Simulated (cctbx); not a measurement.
# Symmetry from intensities

Cell: a = 12.0350 Å, b = 4.2470 Å, c = 12.0850 Å, α = 90.00°, β = 90.00°, γ = 90.00°. Expected content of the cell: Sm12 Sn4 Cu4 Si4.

Simulated single-crystal data (cctbx): Mo Kα, λ = 0.71073 Å, to d = 0.75 Å, 70 % of the full sphere, strongest reflection 20000 counts, noise from counting, a 6 % proportional error and a noise floor of 2 counts (s.d.); no absorption, some extinction.

A first pass over the reflections prints:

```text
4357 reflections to d = 0.750 A
centring   violations  <I/sigma> of those
    A       1601 of  2195      8.5
    B       1610 of  2191      8.5
    C       1645 of  2180      8.8
    I       1581 of  2166      8.8
    R       2189 of  2914      8.8
    F       2428 of  3283      8.6
Laue class    unique    Rint  (classes that these axes allow; Friedel mates merged)
P -1             2820   0.042
P 1 2/m 1        1702   0.048
P 1 1 2/m        1591   0.047
P 2/m 1 1        1597   0.048
P m m m           946   0.052
space group    extra absences  I>4sigma  <I/sigma>
P 2 2 2                 0          0         -  acentric
P 2 2 21               11          0       0.2  acentric
P 21 2 2               13          0       0.3  acentric
P 2 21 2                4          0       0.3  acentric
P 21 21 2              17          0       0.3  acentric
P 2 21 21              15          0       0.3  acentric
P 21 2 21              24          0       0.3  acentric
P 21 21 21             28          0       0.3  acentric
P m m 2                 0          0         -  acentric
P 2 m m                 0          0         -  acentric
P m 2 m                 0          0         -  acentric
P 21 m a              102          0       0.0  acentric
P m 2 a               102          0       0.0  acentric
P n m 21              100          0       0.1  acentric
P n 21 m              100          0       0.1  acentric
P n 21 a              202          0       0.0  acentric
P m m m                 0          0         -  centric
P m m a               102          0       0.0  centric
P n m m :1            100          0       0.1  centric
P n m m :2            100          0       0.1  centric
P n m a               202          0       0.0  centric
Wilson B = 0.45 A^2   <|E^2-1|> = 0.948 (0.968 centric, 0.736 acentric)   E^2>4: 2.8 %
shell (A)         n   <I/sigma>
12.09 - 1.50    138     15.7
 1.50 - 1.19    126     18.4
 1.19 - 1.04    116     17.2
 1.04 - 0.94    120     18.7
 0.94 - 0.88    105     17.3
 0.88 - 0.83    115     14.3
 0.83 - 0.78    118     16.3
 0.78 - 0.75    108     15.9
```

**Question.** What are the lattice type, the Laue class and the likely space group?

Every centring test has many violations, so the lattice is primitive.

Rint stays low (0.042 to 0.052) up to P m m m, the highest class in these axes.

21 settings pass the absence test. The most absences obeyed, 202, belong to P n 21 a and P n m a, which absences can't tell apart.

⟨|E²−1|⟩ = 0.948 leans to a centrosymmetric structure. The Wilson B of 0.45 Å² means U ≈ 0.0057 Å².

The true group is Pnma (no. 62), Laue class mmm, centrosymmetric. The tables only narrow the choice to the tied entries; cell content, site symmetry and trial solutions must settle it.

The model was made for the exercise: a known structure type with other elements put in, its volume estimated, not relaxed; displacement parameters are assumed.

[Logs are printed without paths, hosts, clocks, repeated set-up lines and the standing remarks that a program may print on its own settings, such as how far it seeks lower states.]
